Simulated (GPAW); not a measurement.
# Cl/Rh(110): work function by functional and basis, part 2 of 2

How far do functional and basis move the work function of Cl/Rh(110)?

GPAW 26.7.0; GPAW, PAW setups; slab in vacuum, relaxation (the session's first sound run).

So far, upper work function (eV): step 2 (relaxation, PBE, GPAW) 5.49; step 3 (the slab's potential, PBE, GPAW) 5.49; step 4 (OptPBE vdW: xc = "optPBE-vdW", GPAW, PAW setups, GPAW) 5.74; step 5 (self-consistent run: xc = "vdW-DF2", GPAW, PAW setups, GPAW) 5.95; step 6 (self-consistent run: xc = "LDA") 5.72.

## 7. Self-consistent run: xc = "revPBE"

The same geometry under revPBE, to see how far the functional moves the levels against the vacuum.

run.py

```python
import json
import numpy as np
from ase import Atoms
from gpaw import GPAW, PW

slab = Atoms(
    ['Rh', 'Rh', 'Rh', 'Rh', 'Rh', 'Cl'],
    positions=[
        [0.00000, 0.00000, 8.00000],
        [1.90000, 1.34350, 9.34350],
        [0.00000, 0.00000, 10.68701],
        [1.90000, 1.34350, 12.07427],
        [-0.00000, 0.00000, 13.39365],
        [-0.00000, 1.34350, 15.37427]],
    cell=[[3.8, 0.0, 0.0], [0.0, 2.68701, 0.0], [0.0, 0.0, 23.55549]],
    pbc=[True, True, False])

slab.calc = GPAW(mode=PW(400), xc='revPBE', kpts={'size': (8, 12, 1), 'gamma': True},
                 occupations={'name': 'fermi-dirac', 'width': 0.1}, nbands='160%',
                 convergence={'density': 1e-05}, maxiter=200,
                 poissonsolver={'dipolelayer': 'xy'},
                 symmetry={'tolerance': 1e-3}, txt='slab.txt')
result = {}
energy = slab.get_potential_energy()
fermi = slab.calc.get_fermi_level()
v = slab.calc.get_electrostatic_potential().mean((0, 1)) - fermi
n = slab.calc.get_pseudo_density().mean((0, 1))
L = slab.cell[2, 2]
z = np.arange(len(v)) * L / len(v)
low, high = slab.positions[:, 2].min(), slab.positions[:, 2].max()
below, above = np.interp([low - 5.8, high + 5.8], z, v)
slopes = [np.interp(x, z, np.gradient(v, z)) for x in (low - 5.8, high + 5.8)]
eps = np.array([[slab.calc.get_eigenvalues(k, s) for k in range(len(slab.calc.get_ibz_k_points()))]
                for s in range(slab.calc.get_number_of_spins())]) - fermi
top, bottom = eps[eps < 0].max(), eps[eps > 0].min()
dipole = slab.get_dipole_moment()[2]
print(f'energy {energy:.4f} eV, Fermi level {fermi:.4f} eV, dipole {dipole:.5f} e A')
print(f'potential 5.8 A off the faces, from the Fermi level: lower {below:.4f} eV, upper {above:.4f} eV')
print(f'slope of the potential there: lower {slopes[0]:.5f}, upper {slopes[1]:.5f} eV/A')
print(f'nearest levels on the mesh: {top:.4f} and {bottom:.4f} eV')
print('magnetic moment', round(slab.get_magnetic_moment(), 3))
result.update(energy=energy, fermi=fermi, dipole=dipole, below=below, above=above, slopes=slopes, edges=[top, bottom],
              z=z.tolist(), v=v.tolist(), n=n.tolist(), positions=slab.positions.tolist(),
              forces=slab.get_forces(apply_constraint=False).tolist(), moments=slab.get_magnetic_moments().tolist())
json.dump(result, open('result.json', 'w'))
```

Command:

```
> OMP_NUM_THREADS=1 OPENBLAS_NUM_THREADS=1 python run.py
```

The program printed:

```text
energy -33.5171 eV, Fermi level 0.6115 eV, dipole -0.04456 e A
potential 5.8 A off the faces, from the Fermi level: lower 4.6014 eV, upper 5.3912 eV
slope of the potential there: lower -0.00010, upper -0.00001 eV/A
nearest levels on the mesh: -0.0033 and 0.0004 eV
magnetic moment 0.0
```

Run time: 6.4 min. Hardware: 1 thread of Arm Neoverse V1, shared host; peak memory 0.38 GiB.

This step gave:

```yaml
dipole_along_the_normal: -0.04456 e·Å
levels_nearest_the_fermi_level_on_the_mesh: -0.003304, 3.77e-4 eV from the Fermi level
upper_work_function: 5.391 eV
lower_work_function: 4.601 eV
```

The upper face's work function is 5.391 eV, against 5.487 eV in the first plane-wave PBE run at this geometry.

## 8. Self-consistent run: xc = "RPBE"

The same geometry under RPBE, to see how far the functional moves the levels against the vacuum.

run.py: that of step 7 with these lines changed.

```diff
@@ -17,3 +17,3 @@
 
-slab.calc = GPAW(mode=PW(400), xc='revPBE', kpts={'size': (8, 12, 1), 'gamma': True},
+slab.calc = GPAW(mode=PW(400), xc='RPBE', kpts={'size': (8, 12, 1), 'gamma': True},
                  occupations={'name': 'fermi-dirac', 'width': 0.1}, nbands='160%',
```

The program printed:

```text
energy -32.8921 eV, Fermi level 0.6245 eV, dipole -0.04612 e A
potential 5.8 A off the faces, from the Fermi level: lower 4.5826 eV, upper 5.4001 eV
slope of the potential there: lower -0.00010, upper -0.00001 eV/A
nearest levels on the mesh: -0.0004 and 0.0001 eV
magnetic moment 0.0
```

Wall time 6.6 min (1 thread); peak memory 0.38 GiB.

Numbers from this step:

- dipole along the normal: -0.04612 e·Å
- levels nearest the Fermi level on the mesh: -4.18e-4, 1.45e-4 eV from the Fermi level
- upper work function: 5.400 eV
- lower work function: 4.583 eV

The electrostatic potential energy of an electron (without an applied field's), less the Fermi level, planar mean oscillates, so the rows of the table below give means over windows of 1.37 Å about each position, cut where the curve ends. Its maxima inside the range that stand out by 2 % of the span (Å: eV): 8.6: -7.92, 10.0: -8.34, 11.4: -7.53, 12.7: -8.60, 14.5: 0.898. Its minima: 8.0: -14.6, 9.4: -15.6, 10.7: -15.4, 12.1: -15.5, 13.4: -15.0, 15.4: -14.8.

The electrostatic potential energy of an electron (without an applied field's), less the Fermi level, planar mean by z; means over each step:

```csv
z (Å),"electrostatic potential energy of an electron (without an applied field's), less the Fermi level, planar mean (eV)"
0.69,4.64
2.06,4.58
3.43,4.58
4.79,4.56
6.17,4.07
7.54,-6.37
8.91,-11.6
10.28,-11.9
11.65,-11.4
13.02,-11.7
14.39,-2.70
15.76,-5.24
17.12,5.16
18.50,5.40
19.86,5.40
21.23,5.40
22.61,5.39
```

The upper face's work function is 5.400 eV, against 5.487 eV in the first plane-wave PBE run at this geometry.

## 9. Real-space grid: mode = "fd"

A real-space grid is a second complete basis, so it checks the plane-wave result.

run.py: that of step 8 with these lines changed.

```diff
@@ -3,3 +3,3 @@
 from ase import Atoms
-from gpaw import GPAW, PW
+from gpaw import GPAW
 
@@ -17,3 +17,3 @@
 
-slab.calc = GPAW(mode=PW(400), xc='RPBE', kpts={'size': (8, 12, 1), 'gamma': True},
+slab.calc = GPAW(mode='fd', h=0.18, xc='PBE', kpts={'size': (8, 12, 1), 'gamma': True},
                  occupations={'name': 'fermi-dirac', 'width': 0.1}, nbands='160%',
```

The program printed:

```text
energy -36.4324 eV, Fermi level -5.1220 eV, dipole -0.04111 e A
potential 5.8 A off the faces, from the Fermi level: lower 4.7577 eV, upper 5.4863 eV
slope of the potential there: lower -0.00004, upper 0.00000 eV/A
nearest levels on the mesh: -0.0110 and 0.0003 eV
magnetic moment 0.0
```

Elapsed: 43 min, on 1 thread; peak memory 2.2 GiB.

This step gave:

- dipole along the normal: -0.04111 e·Å
- levels nearest the Fermi level on the mesh: -0.01097, 3.05e-4 eV from the Fermi level
- upper work function: 5.486 eV
- lower work function: 4.758 eV

The electrostatic potential energy of an electron (without an applied field's), less the Fermi level, planar mean oscillates, so the rows of the table below give means over windows of 1.38 Å about each position, cut where the curve ends. Its maxima inside the range that stand out by 2 % of the span (Å: eV): 8.7: -7.76, 10.0: -8.24, 11.4: -7.49, 12.8: -8.52, 14.5: 1.03. Its minima: 8.0: -14.5, 9.4: -15.5, 10.7: -15.4, 12.0: -15.4, 13.4: -14.9, 15.3: -14.7.

The electrostatic potential energy of an electron (without an applied field's), less the Fermi level, planar mean by z; means over each step:

| z (Å) | electrostatic potential energy of an electron (without an applied field's), less the Fermi level, planar mean (eV) |
| --- | --- |
| 0.69 | 4.77 |
| 2.07 | 4.76 |
| 3.45 | 4.76 |
| 4.83 | 4.74 |
| 6.21 | 4.18 |
| 7.59 | -6.86 |
| 8.97 | -11.5 |
| 10.35 | -11.7 |
| 11.73 | -11.4 |
| 13.11 | -11.4 |
| 14.49 | -2.64 |
| 15.87 | -3.96 |
| 17.25 | 5.33 |
| 18.63 | 5.48 |
| 20.01 | 5.49 |
| 21.39 | 5.49 |
| 22.77 | 5.49 |

The upper face's work function is 5.486 eV, against 5.487 eV in the first plane-wave PBE run at this geometry.

## 10. Atomic orbitals: mode = "lcao"

Atom-centred orbitals end a few angstrom from the surface, which tests how much the density's tail matters.

run.py: that of step 9 with these lines changed.

```diff
@@ -17,4 +17,4 @@
 
-slab.calc = GPAW(mode='fd', h=0.18, xc='PBE', kpts={'size': (8, 12, 1), 'gamma': True},
-                 occupations={'name': 'fermi-dirac', 'width': 0.1}, nbands='160%',
+slab.calc = GPAW(mode='lcao', basis='dzp', h=0.18, xc='PBE', kpts={'size': (8, 12, 1), 'gamma': True},
+                 occupations={'name': 'fermi-dirac', 'width': 0.1}, nbands='120%',
                  convergence={'density': 1e-05}, maxiter=200,
```

The program printed:

```text
energy -34.3289 eV, Fermi level -5.1468 eV, dipole -0.04282 e A
potential 5.8 A off the faces, from the Fermi level: lower 4.7674 eV, upper 5.5262 eV
slope of the potential there: lower -0.00001, upper 0.00000 eV/A
nearest levels on the mesh: -0.0161 and 0.0027 eV
magnetic moment 0.0
```

The job ended after 48 min (1 thread; peak memory 0.53 GiB).

This step gave:

```yaml
dipole_along_the_normal: -0.04282 e·Å
levels_nearest_the_fermi_level_on_the_mesh: -0.01612, 0.002662 eV from the Fermi level
upper_work_function: 5.526 eV
lower_work_function: 4.767 eV
```

The upper face's work function is 5.526 eV, against 5.487 eV in the first plane-wave PBE run at this geometry.

## 11. The ladder

Times are for 1 thread of Arm Neoverse V1, shared host. The runs compared:

```
no.         run  upper work function (eV)  lower work function (eV)     time  memory (GiB)
  1          pw                     5.487                     4.758  7.1 min          0.38
  2  optPBE vdW                     5.739                     4.965  7.1 min          0.52
  3     vdW DF2                     5.947                     5.185  7.4 min          0.52
  4         LDA                     5.717                     5.132  7.2 min          0.38
  5      revPBE                     5.391                     4.601  6.4 min          0.38
  6        RPBE                     5.400                     4.583  6.6 min          0.38
  7          fd                     5.486                     4.758   43 min           2.2
  8        lcao                     5.526                     4.767   48 min          0.53
```

## 12. Side by side

Results and costs are gathered.

This step: comparison of work functions, dipole and cost (GPAW 26.7.0).

Ladder, by row:

| step | code | work function, upper (eV) | work function, lower (eV) | dipole (e Å) | wall time (s) | peak memory (GiB) | threads |
| --- | --- | --- | --- | --- | --- | --- | --- |
| pw | GPAW | 5.487 | 4.758 | -0.04114 | 424 | 0.38 | 1 |
| optPBE-vdW | GPAW | 5.739 | 4.965 | -0.04365 | 427.8 | 0.52 | 1 |
| vdW-DF2 | GPAW | 5.947 | 5.185 | -0.043 | 442 | 0.52 | 1 |
| LDA | GPAW | 5.717 | 5.132 | -0.03302 | 434.2 | 0.38 | 1 |
| revPBE | GPAW | 5.391 | 4.601 | -0.04456 | 386.6 | 0.38 | 1 |
| RPBE | GPAW | 5.4 | 4.583 | -0.04612 | 396.7 | 0.38 | 1 |
| fd | GPAW | 5.486 | 4.758 | -0.04111 | 2562 | 2.21 | 1 |
| lcao | GPAW | 5.526 | 4.767 | -0.04282 | 2890 | 0.53 | 1 |

## 13. Outcome

```yaml
work_function_upper_and_lower_face: 5.487 and 4.758 eV
dipole_along_the_normal: -0.0411 e Å
```

**Reading.** With plane waves and PBE the work function is 5.49 eV on the upper face and 4.76 eV on the lower. The two faces differ by 0.73 eV, the step that the slab's dipole makes (e p/(ε0 A) gives 0.73 eV), so the dipole layer is needed. Over the sound runs of the table the upper face's work function spans 5.391 (revPBE) to 5.947 eV (vdW-DF2). The cell of 10.2 Å² holds one Cl, started on one chosen site; other sites and coverages weren't tried. The in-plane lattice was kept as typed, which isn't the functional's own and leaves some strain; spin-orbit coupling and temperature are left out.

[Logs are printed without paths, hosts, clocks, repeated set-up lines and the standing remarks that a program may print on its own settings, such as how far it seeks lower states.]

[Hosts, paths, dates, database ids (printed as entryN), source tags and the programs' standing remarks are cut or masked in the printed files.]
